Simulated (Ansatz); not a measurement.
**SnO2 (Cassiterite): converging the G0W0 gap**

Aim: see how the G0W0 gap of SnO2 (Cassiterite) on PBE moves with empty bands and screening cutoff, and what each rung costs.

Program: Ansatz 0.2.0. Level of theory: G0W0 on PBE, plane waves, PAW. Results are calculated unless marked as measured.

## (1) Starting point

It takes space group P4_2/mnm (No. 136, tetragonal). Conventional cell: a = 4.738 Å, b = 4.738 Å, c = 3.187 Å, α = 90.00°, β = 90.00°, γ = 90.00°. Nearest to Sn lie 6 O at 2.05 to 2.06 Å. O has 3 Sn at 2.05 to 2.06 Å nearest. Farther neighbours and most contacts between anions are not listed.

The cell and positions come from the Crystallography Open Database and are kept as given unless a step says otherwise. The default PAW set here is soft_1. Its files were made with PBE.

## (2) 93 empty bands, screening to 69 eV

G0W0 replaces the xc potential by the self-energy, built once from these orbitals. Only a window of levels is corrected, while the sums run over the empty bands that the input names.

The input, input.yaml:

```yaml
crystal:
  lattice:
    - [4.738, 0.0, 0.0]
    - [0.0, 4.738, 0.0]
    - [0.0, 0.0, 3.1865]
  atoms:
    - { symbol: Sn, position: [0.0, 0.0, 0.0] }
    - { symbol: Sn, position: [0.5, 0.5, 0.5] }
    - { symbol: O, position: [0.3071, 0.3071, 0.0] }
    - { symbol: O, position: [0.1929, 0.8071, 0.5] }
    - { symbol: O, position: [0.6929, 0.6929, 0.0] }
    - { symbol: O, position: [0.8071, 0.1929, 0.5] }
kpoints:
  mp_grid: { grid: [4, 4, 6] }
hamiltonian:
  xc: pbe
  pseudopotentials: { kind: paw, azcp: { folder: "./paw" } }
scf:
  occupations: { method: fixed }
gw:
  n_empty_bands: 93
  ecut_chi: 69
  qp_bands: [v2, c2]
  qp_kpoints: band_edges
  screening: { model: contour_deformation }
```

Started as:

```
$ ansatz run input.yaml --threads 3 --pin off --max-ram 92160MiB --backend cuda --events-out ev --progress --plain --runs-dir out --devices 1 --max-vram 13GiB
```

Numbers of over 12 decimals in the logs are rounded to 6 here.

What it wrote:

```text
GPUs: using 1 of 1 available (devices: 1).
Engine: ansatz 0.2.0, x86_64-unknown-linux-gnu
Pseudopotentials: kind: paw
Pseudopotential: Sn, paw, valence charge 14, recommended cutoff 420 eV (normal), <dir>
Pseudopotential: O, paw, valence charge 6, recommended cutoff 420 eV (normal), <dir>
Functional definition: PBE
  parameter kappa = 0.804
  parameter beta = 0.066725
  exchange = pbe_x(kappa = kappa, mu = beta*pi^2/3)
  correlation = pbe_c(beta = beta)
device memory: the entry about to start is reckoned to put 0.9 GiB on a device that reports 54.7 GiB free (of which the cap on the GPU budget leaves the run 13.0 GiB)
GPU FFT provider: cuFFT
GPU libraries: cuBLAS 13.8.2, cuFFT 12.4.0, cuSOLVER 12.3.4
Crystal: 6 atoms, lattice volume = 71.533 Å³
Basis set: ecut = 420 eV, 1411 PW (Γ)
Bands: 32, of which v1, the nominal top of the filled ones, is band 26 counted from 1 (25 counted from 0)
Symmetry: 16 space group operations
Space group: P42/mnm (ITA 136), of the structure as read, at distance tolerance 4.2e-5 Å
k-points: 24 of 96
Non-local potential: Sn, projectors of the file, l = 0: 2, l = 1: 2, l = 2: 2, l = 3: 1
Non-local potential: O, projectors of the file, l = 0: 2, l = 1: 2, l = 2: 1
PAW form: soft (Blöchl's): semilocal exchange-correlation on the pseudo side does not see the compensation charge
PAW one-centre angular grid: Sn, 590 points (default); XC on 64 Gauss nodes
PAW one-centre angular grid: O, 110 points (default); XC on 64 Gauss nodes
Initial density: superposition of atomic densities (chi_scale 0.1, normalization cell, long waves kept (reshape's long-wave potential 0.00 eV rms))
Initial wavefunctions: pseudopotential atomic-orbital guess
GPU buffer pool allocated for 24576 grid points (all kernels)
GPU transforms: local potential and band sums: pruned to the plane-wave sphere, on 32×32×24
Functional: x = pbe(κ = 0.804, μ = 0.219515), c = pbe(β = 0.066725)
SCF iter   1: F=—  HF=-14318.860415 eV  |F-HF|=—  |Δ(HF+E_count)|=         —  Δρ=8.12e-2  dr2=3.76e0  ethr=3.10e-3  ⟨swp⟩=4.0  Hψ=2975  notcnv=0  defer=94
preconditioner: auto → Resta (q_TF=auto, 2.587 Å⁻¹)  ε∞=3.5  [insulator: Δε(μ)=1.761 eV  Ē_g=20.194 eV  n_scr=18 (ndim 8)  ℏωp=31.7 eV  f_vac=0.000  ε∞_Penn≈3.5]
SCF iter   2: F=—  HF=-14318.056027 eV  |F-HF|=—  |Δ(HF+E_count)|=   8.04e-1  Δρ=3.73e-2  dr2=5.15e-1  ethr=3.10e-3  ⟨swp⟩=2.2  Hψ=1409  notcnv=0  defer=92
SCF iter   3: F=—  HF=-14318.013151 eV  |F-HF|=—  |Δ(HF+E_count)|=   4.29e-2  Δρ=1.34e-2  dr2=9.77e-2  ethr=9.91e-4  ⟨swp⟩=3.0  Hψ=1028  notcnv=0  defer=96
SCF iter   4: F=—  HF=-14318.017658 eV  |F-HF|=—  |Δ(HF+E_count)|=   4.51e-3  Δρ=2.17e-3  dr2=2.78e-3  ethr=1.88e-4  ⟨swp⟩=2.7  Hψ=1084  notcnv=0  defer=96
SCF iter   5: F=—  HF=-14318.020445 eV  |F-HF|=—  |Δ(HF+E_count)|=   2.79e-3  Δρ=7.44e-4  dr2=2.63e-4  ethr=5.34e-6  ⟨swp⟩=2.3  Hψ=1162  notcnv=0  defer=96
SCF iter   6: F=—  HF=-14318.020844 eV  |F-HF|=—  |Δ(HF+E_count)|=   3.99e-4  Δρ=9.26e-5  dr2=5.21e-6  ethr=5.07e-7  ⟨swp⟩=2.0  Hψ=1121  notcnv=0  defer=96
SCF iter   7: F=—  HF=-14318.020850 eV  |F-HF|=—  |Δ(HF+E_count)|=   6.74e-6  Δρ=1.33e-5  dr2=1.21e-7  ethr=1.00e-8  ⟨swp⟩=2.0  Hψ=1217  notcnv=0  defer=48
SCF iter   8: F=-14318.020851 eV  HF=-14318.020851 eV  |F-HF|=5.46e-9  |Δ(HF+E_count)|=   1.71e-7  Δρ=2.37e-6  dr2=4.32e-9  ethr=1.92e-10  ⟨swp⟩=8.6  Hψ=2942  notcnv=0
SCF 1 converged in 8 iterations: F = -14318.020851 eV  dr2 = 4.32e-9
  greatest PAW one-centre occupation: 0.996 electrons in one spin orbital (limit 2), on the Sn atom at site 0 (counted from 0), in its partial waves of l = 2
device memory: the entry about to start is reckoned to put 1.0 GiB (of the 1.0 GiB reckoned in all, the device holds 0.1 GiB already) on a device that reports 56.8 GiB free (of which the cap on the GPU budget leaves the run 12.9 GiB)
NSCF: frozen V_eff on 24 k-points, pencils in batches of 32, up to order 128
the band table was solved once the SCF had ended and its energy, with any forces and stress, was formed, with the checks that follow a solve (3140 applications of the Hamiltonian). They found nothing against the state; the energy, forces and stress were not computed again (output.eigenvalues in the input reference)
device memory: the entry about to start is reckoned to put 2.4 GiB on a device that reports 57.6 GiB free (of which the cap on the GPU budget leaves the run 13.0 GiB)
NSCF: frozen V_eff on 24 k-points
G₀W₀ screening: q 1/24
[... further progress lines ...]
SCF converged after 8 iterations
Free energy (F): -14318.020851 eV
Harris-Foulkes:  -14318.020851 eV  (|F-HF|=5.46e-9)
Internal energy: -14318.020851 eV  (E = F + TS)
E sigma→0 (E₀):  -14318.020851 eV
Fermi energy:    9.564227 eV
--- Per-component energies (eV) ---
  E_band       = -112.155552
  E_kinetic    = 1020.751569
  E_local      = -3165.578123  (includes V_loc(G=0)·N_el)
  E_nonlocal   = 501.825278
  E_hartree    = 1445.575140
  E_xc         = -536.690832
  E_vxc        = -525.118365  (∫ρ·V_xc dr)
  E_paw        = -9401.056061  (= ΣΔE_a)
  E_vpaw       = -835.190161  (= ΣTr[D̂ρ^β])
  E_aug_tail   = 0.003959  (compensation charges beyond the density's cutoff)
  E_ewald      = -4182.851779
  E_smearing   = -0.000000  (= −TS)
  E_closure    = -0.000000  (closes the sum)
  Σ components = -14318.020851   (vs F -14318.020851, Δ=0.00e0)
--- Band table (eV; the first three rows and the last of 24) ---
  k-point 0: bands = [... 22 lower, 8.3462, 8.7929, 8.7929, 9.5642, 10.8474, 15.7377, 15.9423, 15.9423, ... 2 higher]
  k-point 1: bands = [... 22 lower, 7.4291, 8.8137, 8.8137, 9.3352, 12.3386, 16.2369, 17.0251, 17.0251, ... 2 higher]
  k-point 2: bands = [... 22 lower, 7.1628, 8.5789, 8.5789, 8.7194, 14.3988, 16.5366, 18.4504, 19.0090, ... 2 higher]
  k-point 23: bands = [... 22 lower, 8.5971, 8.5971, 8.7330, 8.7330, 14.5098, 14.5098, 18.4665, 18.4665, ... 2 higher]
--- G₀W₀: contour deformation, 6 samples at zero and on the imaginary axis and 2 off it, 96 q-points, 93 empty bands' worth ---
  eigenvalues of the whole cell's RPA ε∞ on this k-mesh (on a slab, of 1 + 4πα/V) = 4.4156, 4.4156, 4.6356; static W/v taken at q = 0 is 0.222818
  bands read: the sum over 119 bands ends inside a degenerate multiplet in 15 slots, whose members it reads at an even weight; the widest, k=0: bands 119 to 120 (counted from 1) at 1/2 each
  gw.qp_kpoints: band_edges: 11 of 24 stored k-points solved, in 1 pass; an edge of the gap read off the rows below is read off those points alone
    valence top: of the k-points left out ik 14 came nearest to being solved in a further pass, in band 26 (counted from 1, as in the quasiparticle table): it holds the edge there only if its correction is more favourable than any solved in that band by at least 0.550 eV; those differ by 0.362 eV
    conduction bottom: of the k-points left out ik 16 came nearest to being solved in a further pass, in band 27 (counted from 1, as in the quasiparticle table): it holds the edge there only if its correction is more favourable than any solved in that band by at least 3.367 eV; those differ by 0.861 eV
  `?` marks the rows in doubt; gw_qp.tsv's column doubts and the gw_qp event give each row's grounds
    ik  band        ε_KS         Σx   Σc(E_QP)       V_xc       Z   E_QP_lin       E_QP  E_QP is
     0    25      8.7929   -26.4501     5.2271   -20.7676  0.7563     8.3339     8.3375  root
     0    26      9.5642   -27.1844     5.5310   -21.1429  0.7570     9.0492     9.0537  root
     0    27     10.8474   -14.4764    -3.1630   -18.5892  0.8312    11.8077    11.7973  root
     0    28     15.7377   -12.1579    -4.2788   -17.8578  0.8079    17.1907    17.1588  root
     1    25      8.8137   -26.6314     5.2238   -20.9412  0.7571     8.3436     8.3474  root
     1    26      9.3352   -26.8711     5.5508   -20.7608  0.7554     8.7699     8.7757  root
     1    27     12.3386   -15.6593    -2.9692   -19.8199  0.8154    13.5548    13.5299  root
     1    28     16.2369   -13.1489    -4.4041   -19.1791  0.7957    17.9098    17.8630  root
     3    25      8.3101   -26.2909     5.6514   -19.9310  0.7474     7.5905     7.6016  root
     3    26      8.3101   -26.2909     5.6514   -19.9310  0.7474     7.5905     7.6016  root
     3    27     15.8065   -14.7512    -4.2198   -20.7693  0.7928    17.6563    17.6048  root
     3    28     15.8065   -14.7512    -4.2198   -20.7693  0.7928    17.6563    17.6048  root
     4    25      8.8312   -26.5408     5.2482   -20.8251  0.7565     8.3598     8.3637  root
     4    26      9.2784   -26.7106     5.4658   -20.6904  0.7561     8.7184     8.7240  root
     4    27     12.1383   -15.6367    -2.8492   -19.6051  0.8166    13.2762    13.2575  root
     4    28     15.2763   -12.9969    -4.0447   -18.4384  0.8057    16.7040    16.6731  root
     5    25      8.7844   -26.5934     5.2621   -20.8403  0.7565     8.2891     8.2934  root
     5    26      9.2002   -26.7694     5.4973   -20.7125  0.7553     8.6349     8.6407  root
     5    27     13.0729   -15.4915    -3.1937   -19.9834  0.8113    14.4010    14.3712  root ?
     5    28     15.8603   -13.8702    -4.2339   -19.7176  0.7943    17.5195    17.4739  root
     8    25      8.9331   -26.5750     5.3187   -20.7370  0.7563     8.4089     8.4139  root
     8    26      8.9331   -26.5750     5.3187   -20.7370  0.7563     8.4089     8.4139  root
     8    27     14.0171   -14.8804    -3.5035   -19.7617  0.8060    15.4225    15.3948  root
     8    28     14.0171   -14.8804    -3.5035   -19.7617  0.8060    15.4225    15.3948  root
    11    25      8.8755   -27.2050     4.7566   -22.1015  0.7679     8.5268     8.5286  root
[...]
17    25      8.8687   -26.6876     5.3732   -20.7674  0.7555     8.3161     8.3216  root
    17    26      8.8687   -26.6876     5.3732   -20.7674  0.7555     8.3161     8.3216  root
    17    27     14.6404   -14.7927    -3.8060   -20.1314  0.8026    16.2066    16.1731  root
    17    28     14.6404   -14.7927    -3.8060   -20.1314  0.8026    16.2066    16.1731  root
    23    25      8.7330   -26.6295     5.6724   -20.3070  0.7500     8.0744     8.0829  root
    23    26      8.7330   -26.6295     5.6724   -20.3070  0.7500     8.0744     8.0829  root
    23    27     14.5098   -13.3359    -3.8895   -18.6936  0.8164    16.0029    15.9779  root
    23    28     14.5098   -13.3359    -3.8895   -18.6936  0.8164    16.0029    15.9779  root
```

Elapsed: 23 s, on 1 × NVIDIA H100 80GB HBM3 (shared by 6 runs) with 3 threads of AMD EPYC 7R13 (Zen 3), shared host; peak memory 1.1 GiB; 11 s of CPU time.

Numbers from this step:

```yaml
bands_summed: 119
rpa_eps_infinity_on_this_mesh_eigenvalues: 4.416, 4.416, 4.636
plane_waves_in_the_screening_matrix: 97
q_points_in_the_mesh: 96
g0w0_gap_on_the_mesh: 2.744 eV
k_of_the_valence_top: 0, 0, 0
k_of_the_conduction_bottom: 0, 0, 0
starting_gap_on_the_mesh: 1.283 eV
z_at_the_valence_top: 0.7570
z_at_the_conduction_bottom: 0.8312
least_direct_g0w0_gap_on_the_computed_points: 2.744 eV
```

The gap on the mesh goes from 1.28 eV to 2.74 eV, a correction of +1.46 eV. Between the two edge states, bare exchange in place of the xc potential would open the gap by 10.15 eV, and correlation takes back 8.69 eV.

## (3) 263 empty bands, screening to 138 eV

Another rung: the empty bands reach about as high as the screening cutoff, so the two stay in balance.

Edit input.yaml of step 2 so:

```diff
@@ -20,4 +20,4 @@
 gw:
-  n_empty_bands: 93
-  ecut_chi: 69
+  n_empty_bands: 263
+  ecut_chi: 138
   qp_bands: [v2, c2]
```

What it wrote:

```text
GPUs: using 1 of 1 available (devices: 1).
[...]
GPU FFT provider: cuFFT
GPU libraries: cuBLAS 13.8.2, cuFFT 12.4.0, cuSOLVER 12.3.4
Crystal: 6 atoms, lattice volume = 71.533 Å³
Basis set: ecut = 420 eV, 1411 PW (Γ)
Bands: 32, of which v1, the nominal top of the filled ones, is band 26 counted from 1 (25 counted from 0)
Symmetry: 16 space group operations
[...]
k-points: 24 of 96
[...]
GPU buffer pool allocated for 24576 grid points (all kernels)
[...]
SCF iter   1: F=—  HF=-14318.860415 eV  |F-HF|=—  |Δ(HF+E_count)|=         —  Δρ=8.12e-2  dr2=3.76e0  ethr=3.10e-3  ⟨swp⟩=4.0  Hψ=2975  notcnv=0  defer=94
[...]
SCF iter   8: F=-14318.020851 eV  HF=-14318.020851 eV  |F-HF|=5.46e-9  |Δ(HF+E_count)|=   1.71e-7  Δρ=2.37e-6  dr2=4.32e-9  ethr=1.92e-10  ⟨swp⟩=8.6  Hψ=2942  notcnv=0
SCF 1 converged in 8 iterations: F = -14318.020851 eV  dr2 = 4.32e-9
[...]
NSCF: frozen V_eff on 24 k-points, pencils in batches of 32, up to order 128
[...]
NSCF: frozen V_eff on 24 k-points
G₀W₀ screening: q 1/24
[... further progress lines ...]
SCF converged after 8 iterations
Free energy (F): -14318.020851 eV
[...]
Internal energy: -14318.020851 eV  (E = F + TS)
E sigma→0 (E₀):  -14318.020851 eV
Fermi energy:    9.564227 eV
[...]
--- Band table (eV; the first three rows and the last of 24) ---
  k-point 0: bands = [... 22 lower, 8.3462, 8.7929, 8.7929, 9.5642, 10.8474, 15.7377, 15.9423, 15.9423, ... 2 higher]
  k-point 1: bands = [... 22 lower, 7.4291, 8.8137, 8.8137, 9.3352, 12.3386, 16.2369, 17.0251, 17.0251, ... 2 higher]
  k-point 2: bands = [... 22 lower, 7.1628, 8.5789, 8.5789, 8.7194, 14.3988, 16.5366, 18.4504, 19.0090, ... 2 higher]
  k-point 23: bands = [... 22 lower, 8.5971, 8.5971, 8.7330, 8.7330, 14.5098, 14.5098, 18.4665, 18.4665, ... 2 higher]
[...]
0    25      8.7929   -26.4501     4.9028   -20.7676  0.7514     8.0019     8.0133  root
     0    26      9.5642   -27.1844     5.2262   -21.1429  0.7521     8.7368     8.7490  root
     0    27     10.8474   -14.4764    -3.4028   -18.5892  0.8243    11.5620    11.5574  root
     0    28     15.7377   -12.1579    -4.6744   -17.8578  0.8043    16.7821    16.7632  root
     1    25      8.8137   -26.6314     4.9027   -20.9412  0.7521     8.0148     8.0263  root
     1    26      9.3352   -26.8711     5.2558   -20.7608  0.7507     8.4667     8.4807  root
     1    27     12.3386   -15.6593    -3.2841   -19.8199  0.8088    13.2233    13.2150  root
     1    28     16.2369   -13.1489    -4.8423   -19.1791  0.7913    17.4560    17.4248  root
[...]
23    25      8.7330   -26.6295     5.4011   -20.3070  0.7457     7.7936     7.8116  root
    23    26      8.7330   -26.6295     5.4011   -20.3070  0.7457     7.7936     7.8116  root
    23    27     14.5098   -13.3359    -4.3030   -18.6936  0.8117    15.5806    15.5646  root
    23    28     14.5098   -13.3359    -4.3030   -18.6936  0.8117    15.5806    15.5646  root
```

The job ended after 44 s (1 × NVIDIA H100 80GB HBM3 (shared by 6 runs) with 3 threads; peak memory 1.5 GiB; 44 s of CPU time).

Numbers from this step:

| Item | Value |
| --- | --- |
| bands summed | 289 |
| RPA ε∞ on this mesh (eigenvalues) | 4.343, 4.343, 4.575 |
| plane waves in the screening matrix | 267 |
| q-points in the mesh | 96 |
| G0W0 gap on the mesh | 2.808 eV |
| k of the valence top | 0, 0, 0 |
| k of the conduction bottom | 0, 0, 0 |
| starting gap on the mesh | 1.283 eV |
| Z at the valence top | 0.7521 |
| Z at the conduction bottom | 0.8243 |
| least direct G0W0 gap on the computed points | 2.808 eV |

Against the run with 4×4×6 mesh, 93 empty bands, screening to 69 eV, the gap moves by +0.06 eV.

## (4) 566 empty bands, screening to 230 eV

Edit input.yaml of step 3 so:

```diff
@@ -20,4 +20,4 @@
 gw:
-  n_empty_bands: 263
-  ecut_chi: 138
+  n_empty_bands: 566
+  ecut_chi: 230.0
   qp_bands: [v2, c2]
```

What it wrote:

```text
GPUs: using 1 of 1 available (devices: 1).
[...]
GPU FFT provider: cuFFT
GPU libraries: cuBLAS 13.8.2, cuFFT 12.4.0, cuSOLVER 12.3.4
Crystal: 6 atoms, lattice volume = 71.533 Å³
Basis set: ecut = 420 eV, 1411 PW (Γ)
Bands: 32, of which v1, the nominal top of the filled ones, is band 26 counted from 1 (25 counted from 0)
Symmetry: 16 space group operations
[...]
k-points: 24 of 96
[...]
1    28     16.2369   -13.1489    -5.0516   -19.1791  0.7895    17.2337    17.2155  root
[...]
23    25      8.7330   -26.6295     5.1911   -20.3070  0.7435     7.5713     7.6016  root
    23    26      8.7330   -26.6295     5.1911   -20.3070  0.7435     7.5713     7.6016  root
    23    27     14.5098   -13.3359    -4.5094   -18.6936  0.8099    15.3674    15.3581  root
    23    28     14.5098   -13.3359    -4.5094   -18.6936  0.8099    15.3674    15.3581  root
[key lines of the parts left out:]
SCF converged after 8 iterations
Free energy (F): -14318.020851 eV
Fermi energy:    9.564227 eV
```

The job ended after 48 s (1 × NVIDIA H100 80GB HBM3 (shared by 6 runs) with 3 threads; peak memory 2.8 GiB).

Numbers from this step:

| Item | Value |
| --- | --- |
| bands summed | 592 |
| RPA ε∞ on this mesh (eigenvalues) | 4.312, 4.312, 4.538 |
| plane waves in the screening matrix | 563 |
| G0W0 gap on the mesh | 2.844 eV |
| k of the valence top | 0, 0, 0 |
| k of the conduction bottom | 0, 0, 0 |
| starting gap on the mesh | 1.283 eV |
| least direct G0W0 gap on the computed points | 2.844 eV |

Against the run with 4×4×6 mesh, 263 empty bands, screening to 138 eV, the gap moves by +0.04 eV.

## (5) Changing the k mesh: 4×4×4 mesh, 263 empty bands, screening to 138 eV

Only the mesh changes. It samples the long-range screening, which converges on its own terms. Bands and cutoff differ from the step before, so it is read against an earlier run that matches them.

Edit input.yaml of step 4 so:

```diff
@@ -13,3 +13,3 @@
 kpoints:
-  mp_grid: { grid: [4, 4, 6] }
+  mp_grid: { grid: [4, 4, 4] }
 hamiltonian:
@@ -20,4 +20,4 @@
 gw:
-  n_empty_bands: 566
-  ecut_chi: 230.0
+  n_empty_bands: 263
+  ecut_chi: 138
   qp_bands: [v2, c2]
```

What it wrote:

```text
GPUs: using 1 of 1 available (devices: 1).
[...]
GPU FFT provider: cuFFT
GPU libraries: cuBLAS 13.8.2, cuFFT 12.4.0, cuSOLVER 12.3.4
Crystal: 6 atoms, lattice volume = 71.533 Å³
Basis set: ecut = 420 eV, 1411 PW (Γ)
Bands: 32, of which v1, the nominal top of the filled ones, is band 26 counted from 1 (25 counted from 0)
Symmetry: 16 space group operations
[...]
k-points: 18 of 64
[...]
2    25      8.3116   -26.2913     5.4008   -19.9300  0.7421     7.3285     7.3512  root
[...]
17    25      8.7346   -26.6265     5.4078   -20.3061  0.7444     7.8036     7.8220  root
    17    26      8.7346   -26.6265     5.4078   -20.3061  0.7444     7.8036     7.8220  root
    17    27     14.5108   -13.3362    -4.3130   -18.6938  0.8104    15.5725    15.5555  root
    17    28     14.5108   -13.3362    -4.3130   -18.6938  0.8104    15.5725    15.5555  root
[key lines of the parts left out:]
SCF converged after 8 iterations
Free energy (F): -14318.012188 eV
Fermi energy:    9.565982 eV
```

Wall time 29 s (1 × NVIDIA H100 80GB HBM3 (shared by 6 runs) with 3 threads); peak memory 1.4 GiB; 18 s of CPU time.

This step gave:

```
bands summed                                 : 289
RPA ε∞ on this mesh (eigenvalues)            : 4.468, 4.468, 4.755
plane waves in the screening matrix          : 267
G0W0 gap on the mesh                         : 2.795 eV
k of the valence top                         : 0, 0, 0
k of the conduction bottom                   : 0, 0, 0
starting gap on the mesh                     : 1.282 eV
least direct G0W0 gap on the computed points : 2.795 eV
```

Against the run with 4×4×6 mesh, 263 empty bands, screening to 138 eV, the gap moves by −0.014 eV.

[end of part 1 of 2]

[Paths, hosts, dates, memory and timing lines, banners, echoed tables and standing remarks are left out of the program output.]

[Logs are printed without paths, hosts, clocks, repeated set-up lines and the standing remarks that a program may print on its own settings, such as how far it seeks lower states.]

[Runs of the session that timed out or met a known fault of the program may be left out.]

[Cells called generated may have been cut or substituted from an entry of the Crystallography Open Database or the Materials Project.]

[Hosts, paths, dates, database ids (printed as entryN), source tags and the programs' standing remarks are cut or masked in the printed files.]
